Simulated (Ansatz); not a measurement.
# Moving the knobs of a GW run on SnO2 (Cassiterite)

A base run on SnO2 (Cassiterite), then changed inputs.

Calculated with Ansatz 0.2.0; G0W0 on PBE, plane waves, norm-conserving pseudopotentials.

### Step 1. Set-up

Symmetry: P4_2/mnm, No. 136, tetragonal system. The conventional cell has a = 4.738 Å, b = 4.738 Å, c = 3.187 Å, α = 90.00°, β = 90.00°, γ = 90.00°. Sn has 6 O at 2.05 to 2.06 Å nearest. O has 3 Sn at 2.05 to 2.06 Å nearest. Farther neighbours and most contacts between anions are not listed.

The cell and positions come from the Crystallography Open Database and are kept as given unless a step says otherwise.

### Step 2. The base run: 4×4×4 mesh, 162 empty bands, screening to 100 eV, norm-conserving files

G0W0 replaces the xc potential by the self-energy, built once from these orbitals. Only a window of levels is corrected, while the sums run over the empty bands that the input names. This step takes norm-conserving files.

input.yaml reads:

```yaml
crystal:
  lattice:
    - [4.738, 0.0, 0.0]
    - [0.0, 4.738, 0.0]
    - [0.0, 0.0, 3.1865]
  atoms:
    - { symbol: Sn, position: [0.0, 0.0, 0.0] }
    - { symbol: Sn, position: [0.5, 0.5, 0.5] }
    - { symbol: O, position: [0.3071, 0.3071, 0.0] }
    - { symbol: O, position: [0.1929, 0.8071, 0.5] }
    - { symbol: O, position: [0.6929, 0.6929, 0.0] }
    - { symbol: O, position: [0.8071, 0.1929, 0.5] }
kpoints:
  mp_grid: { grid: [4, 4, 4] }
hamiltonian:
  xc: pbe
  pseudopotentials: { kind: nc }
scf:
  occupations: { method: fixed }
gw:
  n_empty_bands: 162
  ecut_chi: 100
  qp_bands: [v2, c2]
  qp_kpoints: band_edges
  screening: { model: contour_deformation }
```

Launch:

```bash
$ ansatz run input.yaml --threads 3 --pin off --max-ram 92160MiB --backend cuda --events-out ev --progress --plain --runs-dir out --devices 1 --max-vram 13GiB  # rebuilt from the run's record
```

Numbers of over 12 decimals in the logs are rounded to 6 here.

The program printed:

```text
GPUs: using 1 of 1 available (devices: 1).
Engine: ansatz 0.2.0, x86_64-unknown-linux-gnu
Pseudopotentials: kind: nc
Pseudopotential: Sn, nc, valence charge 14, recommended cutoff 979.609905 eV (normal), Sn.nc.azcp
Pseudopotential: O, nc, valence charge 6, recommended cutoff 1240 eV (normal), O.nc.azcp
Functional definition: PBE
  parameter kappa = 0.804
  parameter beta = 0.066725
  exchange = pbe_x(kappa = kappa, mu = beta*pi^2/3)
  correlation = pbe_c(beta = beta)
device memory: the entry about to start is reckoned to put 2.4 GiB on a device that reports 50.9 GiB free (of which the cap on the GPU budget leaves the run 13.0 GiB)
GPU FFT provider: cuFFT
GPU libraries: cuBLAS 13.8.2, cuFFT 12.4.0, cuSOLVER 12.3.4
Crystal: 6 atoms, lattice volume = 71.533 Å³
Basis set: ecut = 1240 eV, 7123 PW (Γ)
Bands: 32, of which v1, the nominal top of the filled ones, is band 26 counted from 1 (25 counted from 0)
Symmetry: 16 space group operations
Space group: P42/mnm (ITA 136), of the structure as read, at distance tolerance 4.2e-5 Å
k-points: 18 of 64
Non-local potential: Sn, projectors of the file, l = 0: 3, l = 1: 3, l = 2: 2, l = 3: 2
Non-local potential: O, projectors of the file, l = 0: 2, l = 1: 2, l = 2: 1
Initial density: superposition of atomic densities (chi_scale 0.1, normalization cell, long waves kept (reshape's long-wave potential 0.00 eV rms))
Initial wavefunctions: pseudopotential atomic-orbital guess
GPU buffer pool allocated for 144000 grid points (all kernels)
GPU transforms: local potential and band sums: pruned to the plane-wave sphere, on 60×60×40
Functional: x = pbe(κ = 0.804, μ = 0.219515), c = pbe(β = 0.066725)
SCF iter   1: F=—  HF=-6273.553930 eV  |F-HF|=—  |Δ(HF+E_count)|=         —  Δρ=9.00e-2  dr2=3.82e0  ethr=3.10e-3  ⟨swp⟩=7.4  Hψ=3208  notcnv=0  defer=72
preconditioner: auto → Resta (q_TF=auto, 2.587 Å⁻¹)  ε∞=3.5  [insulator: Δε(μ)=1.739 eV  Ē_g=20.193 eV  n_scr=18 (ndim 8)  ℏωp=31.7 eV  f_vac=0.000  ε∞_Penn≈3.5]
SCF iter   2: F=—  HF=-6272.570679 eV  |F-HF|=—  |Δ(HF+E_count)|=   9.83e-1  Δρ=4.13e-2  dr2=5.46e-1  ethr=3.10e-3  ⟨swp⟩=4.3  Hψ=1517  notcnv=0  defer=70
SCF iter   3: F=—  HF=-6272.520452 eV  |F-HF|=—  |Δ(HF+E_count)|=   5.02e-2  Δρ=1.34e-2  dr2=8.94e-2  ethr=1.05e-3  ⟨swp⟩=3.9  Hψ=1304  notcnv=0  defer=72
SCF iter   4: F=—  HF=-6272.528307 eV  |F-HF|=—  |Δ(HF+E_count)|=   7.85e-3  Δρ=3.19e-3  dr2=5.84e-3  ethr=1.72e-4  ⟨swp⟩=3.7  Hψ=1247  notcnv=0  defer=72
SCF iter   5: F=—  HF=-6272.533101 eV  |F-HF|=—  |Δ(HF+E_count)|=   4.79e-3  Δρ=1.29e-3  dr2=5.97e-4  ethr=1.12e-5  ⟨swp⟩=3.6  Hψ=1411  notcnv=0  defer=72
SCF iter   6: F=—  HF=-6272.533261 eV  |F-HF|=—  |Δ(HF+E_count)|=   1.60e-4  Δρ=2.63e-4  dr2=2.48e-5  ethr=1.15e-6  ⟨swp⟩=3.4  Hψ=1474  notcnv=0  defer=72
[...]
E_band       = -108.042927
  E_kinetic    = 4021.979660
  E_local      = -3039.596823  (includes V_loc(G=0)·N_el)
  E_nonlocal   = -2627.946476
  E_hartree    = 1391.513749
  E_xc         = -1835.631586
  E_vxc        = -1245.507459  (∫ρ·V_xc dr)
  E_ewald      = -4182.851779
  E_smearing   = -0.000000  (= −TS)
  E_closure    = 0.000000  (closes the sum)
  Σ components = -6272.533255   (vs F -6272.533255, Δ=0.00e0)
--- Band table (eV; the first three rows and the last of 18) ---
  k-point 0: bands = [... 22 lower, 8.4369, 8.8936, 8.8936, 9.6769, 10.9566, 15.8206, 16.0376, 16.0376, ... 2 higher]
  k-point 1: bands = [... 22 lower, 7.1437, 8.8305, 8.8305, 9.1754, 13.5237, 16.6080, 18.1152, 18.1152, ... 2 higher]
  k-point 2: bands = [... 22 lower, 8.0198, 8.0198, 8.4156, 8.4156, 15.8961, 15.8961, 19.4498, 19.4498, ... 2 higher]
  k-point 17: bands = [... 22 lower, 8.7018, 8.7018, 8.8395, 8.8395, 14.5979, 14.5979, 18.5631, 18.5631, ... 2 higher]
--- G₀W₀: contour deformation, 7 samples at zero and on the imaginary axis and 2 off it, 64 q-points, 162 empty bands' worth ---
  eigenvalues of the whole cell's RPA ε∞ on this k-mesh (on a slab, of 1 + 4πα/V) = 4.4963, 4.4963, 4.7478; static W/v taken at q = 0 is 0.216540
  bands read: the sum over 188 bands ends inside a degenerate multiplet in 1 slot, whose members it reads at an even weight; the widest, k=0: bands 188 to 189 (counted from 1) at 1/2 each
  gw.qp_kpoints: band_edges: 8 of 18 stored k-points solved, in 1 pass; an edge of the gap read off the rows below is read off those points alone
    valence top: of the k-points left out ik 1 came nearest to being solved in a further pass, in band 26 (counted from 1, as in the quasiparticle table): it holds the edge there only if its correction is more favourable than any solved in that band by at least 0.393 eV; those differ by 0.283 eV
    conduction bottom: of the k-points left out ik 1 came nearest to being solved in a further pass, in band 27 (counted from 1, as in the quasiparticle table): it holds the edge there only if its correction is more favourable than any solved in that band by at least 2.567 eV; those differ by 0.715 eV
    ik  band        ε_KS         Σx   Σc(E_QP)       V_xc       Z   E_QP_lin       E_QP  E_QP is
     0    25      8.8936   -26.4370     5.0407   -20.7687  0.7525     8.2586     8.2659  root
     0    26      9.6769   -27.1899     5.3776   -21.1453  0.7530     9.0018     9.0100  root
     0    27     10.9566   -14.4573    -3.3539   -18.6170  0.8251    11.7691    11.7623  root
     0    28     15.8206   -12.0673    -4.5700   -17.8247  0.8033    17.0391    17.0081  root
     2    25      8.4156   -26.3021     5.5347   -19.9262  0.7439     7.5576     7.5742  root
     2    26      8.4156   -26.3021     5.5347   -19.9262  0.7439     7.5576     7.5742  root
     2    27     15.8961   -14.7496    -4.5206   -20.7796  0.7881    17.4475    17.4055  root
     2    28     15.8961   -14.7496    -4.5206   -20.7796  0.7881    17.4475    17.4055  root
[...]
17    25      8.8395   -26.6359     5.5466   -20.3061  0.7464     8.0434     8.0563  root
    17    26      8.8395   -26.6359     5.5466   -20.3061  0.7464     8.0434     8.0563  root
    17    27     14.5979   -13.3327    -4.1646   -18.7021  0.8121    15.8296    15.8027  root
    17    28     14.5979   -13.3327    -4.1646   -18.7021  0.8121    15.8296    15.8027  root
[key lines of the parts left out:]
SCF converged after 8 iterations
Free energy (F): -6272.533255 eV
Fermi energy:    9.676893 eV
```

Wall time 33 s (1 × NVIDIA H100 80GB HBM3 (shared by 6 runs) with 3 threads of AMD EPYC 7R13 (Zen 3), shared host); peak memory 1.6 GiB.

In the SCF lines HF is the Harris–Foulkes energy and dr2 the Hartree energy of the density residual, in eV; the loop may stop once dr2 is under the threshold and the program's other checks hold. Hψ counts applications of the Hamiltonian.

Numbers from this step:

```yaml
bands_summed: 188
rpa_eps_infinity_on_this_mesh_eigenvalues: 4.496, 4.496, 4.748
plane_waves_in_the_screening_matrix: 161
q_points_in_the_mesh: 64
g0w0_gap_on_the_mesh: 2.752 eV
k_of_the_valence_top: 0, 0, 0
k_of_the_conduction_bottom: 0, 0, 0
starting_gap_on_the_mesh: 1.280 eV
z_at_the_valence_top: 0.7530
z_at_the_conduction_bottom: 0.8251
least_direct_g0w0_gap_on_the_computed_points: 2.752 eV
```

The gap on the mesh goes from 1.28 eV to 2.75 eV, a correction of +1.47 eV. Between the two edge states, bare exchange in place of the xc potential would open the gap by 10.20 eV, and correlation takes back 8.73 eV.

### Step 3. Variant: static remainder

Changes to input.yaml since step 2:

```diff
@@ -20,3 +20,3 @@
 gw:
-  n_empty_bands: 162
+  n_empty_bands: 75
   ecut_chi: 100
@@ -25 +25,2 @@
   screening: { model: contour_deformation }
+  static_remainder: true
```

The program printed:

```text
Warning: gw takes pair_densities: pseudo, which can misplace gaps by tens of per cent, since gw.static_remainder lacks the terms of the atoms
GPUs: using 1 of 1 available (devices: 1).
[...]
GPU FFT provider: cuFFT
GPU libraries: cuBLAS 13.8.2, cuFFT 12.4.0, cuSOLVER 12.3.4
Crystal: 6 atoms, lattice volume = 71.533 Å³
Basis set: ecut = 1240 eV, 7123 PW (Γ)
Bands: 32, of which v1, the nominal top of the filled ones, is band 26 counted from 1 (25 counted from 0)
Symmetry: 16 space group operations
[...]
k-points: 18 of 64
[...]
GPU buffer pool allocated for 144000 grid points (all kernels)
[...]
SCF iter   1: F=—  HF=-6273.553930 eV  |F-HF|=—  |Δ(HF+E_count)|=         —  Δρ=9.00e-2  dr2=3.82e0  ethr=3.10e-3  ⟨swp⟩=7.4  Hψ=3208  notcnv=0  defer=72
[...]
SCF iter   8: F=-6272.533255 eV  HF=-6272.533255 eV  |F-HF|=2.56e-9  |Δ(HF+E_count)|=   1.21e-6  Δρ=7.21e-6  dr2=2.26e-8  ethr=1.92e-10  ⟨swp⟩=22.5  Hψ=6168  notcnv=0
SCF 1 converged in 8 iterations: F = -6272.533255 eV  dr2 = 2.26e-8
[...]
NSCF: frozen V_eff on 18 k-points, pencils in batches of 32, up to order 128
[...]
NSCF: frozen V_eff on 18 k-points
G₀W₀ screening: q 1/18
[... further progress lines ...]
SCF converged after 8 iterations
Free energy (F): -6272.533255 eV
[...]
Internal energy: -6272.533255 eV  (E = F + TS)
E sigma→0 (E₀):  -6272.533255 eV
Fermi energy:    9.676893 eV
[...]
--- Band table (eV; the first three rows and the last of 18) ---
  k-point 0: bands = [... 22 lower, 8.4369, 8.8936, 8.8936, 9.6769, 10.9566, 15.8206, 16.0376, 16.0376, ... 2 higher]
  k-point 1: bands = [... 22 lower, 7.1437, 8.8305, 8.8305, 9.1754, 13.5237, 16.6080, 18.1152, 18.1152, ... 2 higher]
  k-point 2: bands = [... 22 lower, 8.0198, 8.0198, 8.4156, 8.4156, 15.8961, 15.8961, 19.4498, 19.4498, ... 2 higher]
  k-point 17: bands = [... 22 lower, 8.7018, 8.7018, 8.8395, 8.8395, 14.5979, 14.5979, 18.5631, 18.5631, ... 2 higher]
[...]
static-remainder magnitude (band-truncation diagnostic): 1.3559 eV
[...]
`?` marks the rows in doubt; gw_qp.tsv's column doubts and the gw_qp event give each row's grounds
[...]
0    25      8.8936   -25.6771     4.7864   -20.1004  0.7530     8.0908     8.1032  root
     0    26      9.6769   -26.4196     5.1113   -20.4712  0.7535     8.8260     8.8399  root
     0    27     10.9566   -11.3085    -3.4911   -15.5411  0.8250    11.7039    11.6981  root
     0    28     15.8206    -9.2291    -4.8213   -15.3099  0.8045    17.1316    17.0801  root
     1    25      8.8305   -25.6848     4.8780   -20.0114  0.7522     8.0220     8.0350  root
     1    26      9.1754   -25.8051     5.1951   -19.7023  0.7502     8.2496     8.2677  root
     1    27     13.5237   -13.0534    -3.7347   -17.8665  0.8032    14.6208    14.6020  root
     1    28     16.6080   -11.1371    -5.0788   -17.6905  0.7838    18.1220    18.0826  root
[...]
13    27     15.0297   -11.7538    -4.4751   -17.4968  0.7983    16.3484    16.2976  root ?
    13    28     15.0297   -11.7538    -4.4751   -17.4968  0.7983    16.3484    16.2976  root ?
    17    25      8.8395   -25.8583     5.3074   -19.6396  0.7469     7.9093     7.9282  root
    17    26      8.8395   -25.8583     5.3074   -19.6396  0.7469     7.9093     7.9282  root
    17    27     14.5979   -10.4730    -4.3750   -16.0736  0.8131    15.8591    15.8234  root
    17    28     14.5979   -10.4730    -4.3750   -16.0736  0.8131    15.8591    15.8234  root
```

Elapsed: 12 s, on 1 × NVIDIA H100 80GB HBM3 (shared by 6 runs) with 3 threads; peak memory 1.3 GiB.

Against the base:

```csv
setting,base,variant
empty bands,162,75
static remainder,-,true
```

```csv
quantity,variant,base
starting gap on the mesh,1.280,1.280
G0W0 gap on the mesh,2.858,2.752
least direct G0W0 gap on the computed points,2.858,2.752
Z at the valence top,0.753,0.753
Z at the conduction bottom,0.825,0.825
```

### Step 4. Results

| Item | Value |
| --- | --- |
| base | 2.75 eV, 33 s |
| static remainder | 2.86 eV, 12 s |

What this shows: Static remainder: the gap moves by +0.11 eV and the time by a factor of 0.37; such settings are too crude to quote. The variant differs from the base in empty bands and static remainder together, so the change can't be laid to one of them. This option needs pseudo pair densities, which the log warns can misplace gaps. All runs here use a coarse mesh and modest cutoffs; they test settings and are not final values. The 4×4×4 mesh is coarse for this cell (its supercell is 13 Å along the shortest edge). The RPA ε∞ on it, from the PBE start, is 4.50 and 4.75; such meshes misread the long-range screening, most where the gap is narrow. The many-body steps are scalar-relativistic: spin-orbit coupling is not in them.

[Paths, hosts, dates, memory and timing lines, banners, echoed tables and standing remarks are left out of the program output.]

[Logs are printed without paths, hosts, clocks, repeated set-up lines and the standing remarks that a program may print on its own settings, such as how far it seeks lower states.]

[Runs of the session that timed out or met a known fault of the program may be left out.]

[Cells called generated may have been cut or substituted from an entry of the Crystallography Open Database or the Materials Project.]

[Hosts, paths, dates, database ids (printed as entryN), source tags and the programs' standing remarks are cut or masked in the printed files.]
